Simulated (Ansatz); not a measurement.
# Liquid Al2O3 at 3000 K (130 atoms): repeated cells from small to large, part 2 of 2

How do plane waves and support functions scale when liquid Al2O3 at 3000 K (130 atoms) is repeated?

Ansatz 0.2.0; Kohn-Sham DFT, r2SCAN, PAW (set soft_1), plane waves.

The cell: 52 Al and 78 O. The network of bonds at the start is that of the classical potential that made the cell.

So far. Step 6 (Support functions, 1040 atoms): The energy lies 3.19 meV/atom below the dense-mesh reference, and 3.2 meV/atom below plane waves of the same size, an offset between the two bases that leaves the sampling error alike. Step 7 (Truncated density matrix, 1040 atoms): The energy lies 3.19 meV/atom below the dense-mesh reference, and 3.2 meV/atom below plane waves of the same size, an offset between the two bases that leaves the sampling error alike.

## 8. Support functions, 3510 atoms

The repeated cell is solved at Γ in support functions.

This step: Kohn-Sham DFT, r2SCAN, PAW (set soft_1), localised support functions (medium) (Ansatz 0.2.0).

The input, input.yaml:

```yaml
crystal:
  lattice:
    - [11.6556, 0.0, 0.0]
    - [0.0, 11.6556, 0.0]
    - [0.0, 0.0, 11.6556]
  atoms:
    [... the 130 atom lines of step 2 ...]
  supercell: [3, 3, 3]
kpoints:
  mp_grid: { grid: [1, 1, 1] }
hamiltonian:
  xc: r2scan
  pseudopotentials: { kind: paw, azcp: { folder: soft_1 } }
scf:
  occupations: { method: gaussian, width: 0.05 }
  eigensolver: { kind: { support_functions: { accuracy: medium } } }
  mixing: { beta: 0.2 }
  max_iter: 150
output:
  forces: true
```

The run is started by

```
$ ansatz run input.yaml --threads 32 --pin off --max-ram 143360MiB --backend cuda --events-out ev --progress --plain --runs-dir out
```

Elapsed: 2.1 min, on 1 × NVIDIA GB200 with 32 threads of Arm Neoverse V2, shared host; peak memory 17 GiB; 3.7 min of CPU time.

That memory is the host's; the program planned up to 137 GiB on the GPU.

The program repeats the typed cell 3×3×3 times, 3510 atoms in all; totals in the log are those of the whole repeated cell, and force differences are taken after averaging over the copies of each atom.

It converged in 20 SCF cycles; the log is left out.

The energy lies 3.20 meV/atom below the dense-mesh reference.

## 9. Truncated density matrix, 3510 atoms

Cutting the density matrix at a range is meant to remove the step that grows fastest with size; it needs a cell with a gap.

This step: Kohn-Sham DFT, r2SCAN, PAW (set soft_1), localised support functions (medium), truncated density matrix (Ansatz 0.2.0).

input.yaml, the sections that differ from step 8:

```yaml
scf:
  occupations: { method: gaussian, width: 0.05 }
  eigensolver:
    kind:
      support_functions: { accuracy: medium, density_matrix: { truncated: {} } }
    mixed_precision: true
  mixing: { beta: 0.2 }
  max_iter: 150
# crystal, kpoints, hamiltonian, output: as in step 8
```

Output:

```text
[...]
GPU FFT provider: cuFFT
GPU libraries: cuBLAS 13.8.1, cuFFT 12.4.0, cuSOLVER 12.3.2
[...]
Crystal: 3510 atoms, lattice volume = 42753.106 Å³
Basis set: ecut = 500 eV, 1085047 PW (Γ), exchange–correlation on 900×900×900 points (27 copies of the dense FFT grid, shifted against one another)
Bands: 8647, of which v1, the nominal top of the filled ones, is band 8424 counted from 1 (8423 counted from 0)
Symmetry: 1 space group operations
k-points: 1
[...]
GPU buffer pool allocated for 27000000 grid points (all kernels)
[...]
SCF iter   1: F=—  HF=-1959684.748590 eV  |F-HF|=—  |Δ(HF+E_count)|=         —  Δρ=1.42e-1  dr2=8.89e3  dr2_τ=8.52e2  ethr=1.00e-1
[...]
SCF iter  24: F=—  HF=-1959591.288813 eV  |F-HF|=—  |Δ(HF+E_count)|=   3.29e-5  Δρ=3.07e-6  dr2=1.22e-5  dr2_τ=7.23e-8  ethr=1.84e-10  κ⁻¹=3.0e-5(r=7)
SCF iter  25: F=-1959591.288737 eV  HF=-1959591.288739 eV  |F-HF|=2.16e-6  |Δ(HF+E_count)|=   7.33e-5  Δρ=2.75e-6  dr2=5.96e-6  dr2_τ=1.67e-8  ethr=7.27e-11
WARN: states of the grid below an occupied one that the support functions miss were sought only among those that the levels near the highest filled one couple to: one that couples little to each, as a local one in a large cell, is not found (with such a state the run ended in a higher one, [...]
SCF 1 converged in 25 iterations: F = -1959591.452417 eV  dr2 = 5.96e-6
[...]
SCF converged after 25 iterations
[...]
Free energy (F): -1959591.452417 eV
[...]
Internal energy: -1959591.452417 eV  (E = F + TS)
E sigma→0 (E₀):  -1959591.452417 eV
Entropy (-TS):   -0.000000 eV (-0.000 meV/atom)
Fermi energy:    5.726615 eV
[...]
Σ components = -1959591.452417   (vs F -1959591.452417, Δ=0.00e0)
--- Forces (eV/Å), atoms counted from 1 ---
  atom   1  Al     2.01856566     2.61897035    -2.69342096
  atom   2  Al    -3.02462405     3.41601934    -3.03822909
  atom   3  Al    -1.00233418     2.97419891    -3.54850560
  atom   4  Al    -1.51289564     1.86098482     1.53971778
  atom   5  Al    -1.54190384     5.19780670     4.08542049
  atom   6  Al     0.80763001    -0.48272310     0.53626010
  [... forces on the other 3504 atoms ...]
  max |Σ_I F_I| component: 3.21e-2 eV/Å
```

Wall time 2 min (1 × NVIDIA GB200 with 32 threads); peak memory 17 GiB; 3.7 min of CPU time.

That memory is the host's; the program planned up to 133 GiB on the GPU.

The program repeats the typed cell 3×3×3 times, 3510 atoms in all; totals in the log are those of the whole repeated cell, and force differences are taken after averaging over the copies of each atom.

The energy lies 3.20 meV/atom below the dense-mesh reference.

## 10. Scaling with size

Differences are against the typed cell on a 2×2×2 mesh, which samples like Γ on 1040 atoms (r.m.s. force component 2.86 eV/Å, gap 0.383 eV). Every repeated cell is solved at Γ, and forces are averaged over the copies of each atom. Hardware: 1 × NVIDIA GB200 with 32 threads of Arm Neoverse V2, shared host.

| atoms | repeats | basis | Δ force, r.m.s. (meV/Å) | Δ energy (meV/atom) | less plane waves of the same size (meV/atom) | gap (eV) | spread among copies (meV/Å) | SCF cycles | time | host memory (GiB) | planned on the GPU (GiB) |
| --- | --- | --- | --- | --- | --- | --- | --- | --- | --- | --- | --- |
| 130 | 1×1×1 | plane waves | 6.59 | 1.19 | - | 0.416 | - | 14 | 2.3 s | 1.3 | 5.5 |
| 130 | 1×1×1 | support functions | 6.96 | -2.02 | -3.2 | 0.415 | - | 14 | 5 s | 1.5 | 8.1 |
| 1040 | 2×2×2 | plane waves | 0.014 | 0 | - | 0.383 | 0 | 16 | 30 s | 3.9 | 116 |
| 1040 | 2×2×2 | support functions | 1.63 | -3.19 | -3.2 | 0.382 | 0.035 | 18 | 27 s | 5.7 | 40 |
| 1040 | 2×2×2 | truncated density matrix | 1.62 | -3.19 | -3.2 | - | 0.025 | 24 | 32 s | 5.6 | 36 |
| 3510 | 3×3×3 | support functions | 1.66 | -3.20 | - | 0.382 | 0.035 | 20 | 2.1 min | 17 | 137 |
| 3510 | 3×3×3 | truncated density matrix | 1.65 | -3.20 | - | - | 0.025 | 25 | 2 min | 17 | 133 |

## 11. The reference in detail

The comparisons rest on this run, so its electronic structure is set out here.

Neighbours are counted within 2.38 Å (O-Al).

Length of the force by element and coordination:

| element | coordination | atoms | mean length of the force (eV/Å) | spread | least | most |
| --- | --- | --- | --- | --- | --- | --- |
| Al | all | 52 | 4.74 | 2.69 | 1.06 | 12.1 |
| Al | 2 | 1 | 4.27 | 0 | 4.27 | 4.27 |
| Al | 3 | 6 | 6.07 | 3.40 | 1.77 | 12.1 |
| Al | 4 | 35 | 4.83 | 2.63 | 1.08 | 10.7 |
| Al | 5 | 9 | 3.61 | 2.13 | 1.06 | 8.33 |
| Al | 6 | 1 | 4.47 | 0 | 4.47 | 4.47 |
| O | all | 78 | 3.81 | 2.55 | 0.731 | 13.5 |
| O | 2 | 26 | 4.25 | 2.60 | 1.57 | 10.4 |
| O | 3 | 49 | 3.64 | 2.55 | 0.731 | 13.5 |
| O | 4 | 3 | 2.79 | 1.18 | 1.26 | 4.13 |

Intrinsic-atomic-orbital charges by element and coordination:

| element | coordination | atoms | mean charge (e) | spread | least | most |
| --- | --- | --- | --- | --- | --- | --- |
| Al | all | 52 | 1.39 | 0.0475 | 1.32 | 1.52 |
| Al | 2 | 1 | 1.36 | 0 | 1.36 | 1.36 |
| Al | 3 | 6 | 1.46 | 0.0434 | 1.38 | 1.52 |
| Al | 4 | 35 | 1.39 | 0.037 | 1.32 | 1.49 |
| Al | 5 | 9 | 1.35 | 0.0328 | 1.32 | 1.43 |
| Al | 6 | 1 | 1.39 | 0 | 1.39 | 1.39 |
| O | all | 78 | -0.928 | 0.0317 | -1.01 | -0.817 |
| O | 2 | 26 | -0.934 | 0.0323 | -1.01 | -0.878 |
| O | 3 | 49 | -0.928 | 0.0271 | -1 | -0.866 |
| O | 4 | 3 | -0.873 | 0.0413 | -0.915 | -0.817 |

States in the cell by windows of 1 eV, zero at the Fermi level; some projections on atomic orbitals stand beside the total:

| from (eV) | to (eV) | total | O p | Al p | Al s |
| --- | --- | --- | --- | --- | --- |
| -18 | -17 | 5.9 | 0.1 | 0.8 | 0.2 |
| -17 | -16 | 3.0 | 0.0 | 0.4 | 0.1 |
| -16 | -11 | 0.0 | 0.0 | 0.0 | 0.0 |
| -11 | -10 | 0.3 | 0.2 | 0.0 | 0.0 |
| -10 | -9 | 14.8 | 11.4 | 1.2 | 1.9 |
| -9 | -8 | 33.5 | 25.9 | 2.9 | 3.9 |
| -8 | -7 | 49.6 | 39.4 | 5.6 | 3.4 |
| -7 | -6 | 60.0 | 49.3 | 6.7 | 2.4 |
| -6 | -5 | 73.6 | 63.2 | 7.0 | 1.7 |
| -5 | -4 | 75.2 | 67.1 | 5.1 | 1.1 |
| -4 | -3 | 68.7 | 62.9 | 3.5 | 0.7 |
| -3 | -2 | 57.5 | 53.6 | 2.1 | 0.4 |
| -2 | -1 | 26.4 | 24.7 | 0.9 | 0.2 |
| -1 | 0 | 8.3 | 7.7 | 0.3 | 0.1 |
| 0 | 1 | 3.4 | 0.8 | 0.8 | 1.3 |
| 1 | 2 | 4.9 | 0.9 | 1.7 | 1.4 |
| 2 | 3 | 11.7 | 2.2 | 4.8 | 3.0 |
| 3 | 4 | 19.6 | 3.3 | 9.2 | 4.1 |
| 4 | 5 | 22.7 | 3.6 | 10.4 | 4.8 |

Between -24 and -18 eV lie 147 more states.

Not all projections were asked for or kept, so they needn't add up to the total.

The levels nearest the highest filled one (over half full), pooled over k-points and spins:

| level less the highest filled one (eV) | occupation |
| --- | --- |
| -0.0054 | 2 |
| -0.0051 | 2 |
| -0.0015 | 2 |
| -2.0e-4 | 2 |
| -1.0e-4 | 2 |
| 0 | 2 |
| 0.383 | 0 |
| 0.533 | 0 |
| 0.558 | 0 |
| 0.578 | 0 |
| 0.629 | 0 |
| 0.638 | 0 |

Mean intrinsic-atomic-orbital charges: Al +1.39, O -0.93 e. Just under the Fermi level the largest share is O p (94 % of the projected weight), just over it Al s (41 % of the projected weight).

## 12. Summary of results

| Property | Result |
| --- | --- |
| free energy per atom | -558.2850 eV/atom |
| pressure | 2.848 GPa |
| r.m.s. force component | 2.858 eV/Å |
| gap (highest filled to lowest empty level) | 0.3826 eV |
| wall time of the 8 DFT runs | 5.8 min |

What this shows: Repeating the cell at Γ samples more k-points: in plane waves the energy difference from the dense mesh goes from 1.19 meV/atom at 130 atoms to 0 at 1040, and the force difference from 6.6 to 0.014 meV/Å; the gap goes from 0.416 to 0.383 eV. With plane waves, the time grows as the 1.2 power of the atom count between the two largest sizes, 130 and 1040 atoms. The smaller run is short enough for fixed overheads to flatten this slope. With support functions, the time grows as the 1.3 power of the atom count between the two largest sizes, 1040 and 3510 atoms. With the truncated density matrix, the time grows as the 1.1 power of the atom count between the two largest sizes, 1040 and 3510 atoms. At 3510 atoms truncation (run in mixed precision) changes the energy by +0.0027 meV/atom and takes 0.93 times the time of the full density matrix. At equal size the support functions lie 3.2 meV/atom below plane waves, likely because their grid holds more waves than 500 eV; no run tests this. Support functions take 2.2 times the time of plane waves at 130 atoms and 0.93 times at 1040, so the crossover lies within the series.

The highest filled and lowest empty levels differ by 0.383 eV (on the run's k-points); a semilocal functional tends to put such gaps too low. In a disordered cell it changes from sample to sample and from frame to frame.

**Limits.** The force components of 2.9 eV/Å r.m.s. reflect the temperature of the frame as well as the gap between the generating potential and DFT. The stress is far from hydrostatic: its diagonal is 5.4, 0.7, 2.5 GPa, compression counted positive. The pressure of 2.8 GPa is that of one thermal frame, in which the classical model's bond lengths enter as well as the volume, without the kinetic term.

[Logs are printed without paths, hosts, clocks, repeated set-up lines and the standing remarks that a program may print on its own settings, such as how far it seeks lower states.]

[Hosts, paths, dates, database ids (printed as entryN), source tags and the programs' standing remarks are cut or masked in the printed files.]
